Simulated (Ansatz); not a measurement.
# Elastic response of wurtzite SiC, size series (144 atoms): runs compared

How stiff is wurtzite SiC, size series (144 atoms), and how do its levels respond to strain?

Computed with Ansatz 0.2.0: Kohn-Sham DFT, r2SCAN, PAW (set soft_1), plane waves.

### Step 1. The cell as built

The cell holds 144 atoms: 72 Si and 72 C. Its edges and angles: a = 9.228 Å, b = 9.228 Å, c = 20.192 Å, α = 90.0°, β = 90.0°, γ = 120.0°. It derives from SiC (wurtzite), repeated 3×3×4. Wurtzite SiC (a = 3.076 Å, c = 5.048 Å), 3 x 3 x 4 conventional cells; ideal positions.

Limits known from the start: Only the Γ point is sampled.

### Step 2. The reference run

The reference is a single point at the end of the relaxation.

Every strained cell starts from the geometry of this run, and its atoms are relaxed with the cell held.

Its input, with most atom lines left out:

```yaml
crystal:
  lattice:
    - [9.26678, 0.0, 0.0]
    - [-4.63339, 8.02527, 0.0]
    - [0.0, 0.0, 20.06966]
  atoms:
    - { symbol: Si, position: [1.0, 1.0, 0.00039] }
    - { symbol: C, position: [0.11111, 0.22222, 0.03086] }
    - { symbol: Si, position: [0.11111, 0.22222, 0.12539] }
    - { symbol: C, position: [1.0, 1.0, 0.15586] }
    - { symbol: Si, position: [1.0, 1.0, 0.25039] }
    - { symbol: C, position: [0.11111, 0.22222, 0.28086] }
    - { symbol: Si, position: [0.11111, 0.22222, 0.37539] }
    [... atom lines 8 to 144 left out ...]
kpoints:
  mp_grid: { grid: [1, 1, 1] }
hamiltonian:
  xc: r2scan
  pseudopotentials: { kind: paw, azcp: { folder: soft_1 } }
scf:
  occupations: { method: fixed }
output:
  forces: true
  stress: true
  populations: true
  dos:
    method: { smearing: { sigma: 0.15 } }
    de: 0.1
    projected: { site_lists: { C: [C], Si: [Si] } }
  eigenvalues: true
  write_density: true
  write_potential: true
  volumetric_format: npy
  elf: true
```

```
free energy per atom   : -445.5339 eV/atom
r.m.s. force component : 0.00103 eV/Å
pressure               : -0.0001497 GPa
```

Filled and empty levels are parted by 2.65 eV at Γ alone; the mesh holds the band edges only if they fold onto it, so the gap at this level can be narrower or closed, while semilocal functionals tend to narrow gaps against experiment.

### Step 3. The runs

Each row is one run, on 4 threads of Intel Xeon Platinum 8488C (Sapphire Rapids), shared host. The free energy is the program's total, comparable only between runs with the same functional, potentials and atoms.

| run | atoms | outcome | ionic steps, all passes | free energy (eV) | time | host memory (GiB) |
| --- | --- | --- | --- | --- | --- | --- |
| Single point at the start | 144 | converged | - | -64156.624 | 17 s | 4.3 |
| Cell and atoms relaxed | 144 | converged | 6 | -64156.883 | 85 s | 4.3 |
| Single point at the relaxed geometry | 144 | converged | - | -64156.883 | 29 s | 4.5 |
| Volume -3 % | 144 | converged | 2 | -64155.884 | 48 s | 4.4 |
| Volume +3 % | 144 | converged | 2 | -64155.976 | 49 s | 4.5 |
| Volume -6 % | 144 | converged | 2 | -64152.676 | 45 s | 4.3 |
| Volume +6 % | 144 | converged | 2 | -64153.421 | 49 s | 4.6 |
| Volume -10 % | 144 | converged | 2 | -64144.354 | 46 s | 4.2 |
| Stretched by 1 % along x | 144 | converged | 2 | -64156.632 | 61 s | 4.5 |
| Compressed by 1 % along x | 144 | converged | 3 | -64156.630 | 94 s | 4.4 |
| Sheared by 2 % in xy | 144 | converged | 3 | -64156.485 | 86 s | 4.5 |

In some runs the program notes that positions were snapped to a detected symmetry and the SCF threshold is loose for the stress.

### Step 4. Pressure against volume

Atoms are relaxed at each volume, in the scaled cell.

| volume change (%) | volume (Å³/atom) | energy change (meV/atom) | pressure (GPa) | largest move on relaxing (Å) | bonds | gap (eV) |
| --- | --- | --- | --- | --- | --- | --- |
| -10 | 9.328 | 87.01 | 29.28 | 0.00 | 288 | 2.47 |
| -6 | 9.743 | 29.22 | 15.83 | 0.00 | 288 | 2.55 |
| -3 | 10.054 | 6.94 | 7.34 | 0.00 | 288 | 2.60 |
| +0 | 10.365 | 0.00 | 0.00 | - | 288 | 2.65 |
| +3 | 10.676 | 6.30 | -6.34 | 0.00 | 288 | 2.69 |
| +6 | 10.987 | 24.04 | -11.81 | 0.00 | 288 | 2.73 |

### Step 5. Uniaxial strain and shear

Stress (GPa, compression positive) less that of the relaxed cell, atoms relaxed:

| strain | xx | yy | zz | xy | energy change (meV/atom) |
| --- | --- | --- | --- | --- | --- |
| stretched by 1 % along x | -5.387 | -0.923 | -0.393 | 0.000 | 1.74 |
| compressed by 1 % along x | 5.508 | 1.119 | 0.492 | 0.000 | 1.76 |
| sheared by 2 % in xy | -0.017 | 0.129 | -0.030 | -4.248 | 2.77 |

### Step 6. Findings

The bulk modulus, from the slope of pressure against ln V over the three points nearest the relaxed volume, is 228 GPa; a quadratic over all points gives a pressure derivative of about 4.1. The gap goes from 2.47 eV at the smallest volume to 2.73 eV at the largest, +1.6 eV per unit of ln V by a straight line, on the run's k-points. In the Cartesian axes of the cell, finite differences give C11 = 545, C12 = 102, C13 = 44.2 and C66 = 212 GPa (the shear of 2 % is the engineering strain, εxy = 0.01).

**Limits.** Strains are finite and relaxations stop at the force tolerance of the input, which can leave moduli too stiff; they are those of a static cell at zero temperature. Volumes are changed with the cell's shape held, so in an anisotropic solid the modulus lies over the one under free hydrostatic load. The program notes that the SCF threshold of the relaxations is loose for the stress.

The DFT runs together took 10 min of wall time.

[Logs are printed without paths, hosts, clocks, repeated set-up lines and the standing remarks that a program may print on its own settings, such as how far it seeks lower states.]

[Hosts, paths, dates, database ids (printed as entryN), source tags and the programs' standing remarks are cut or masked in the printed files.]
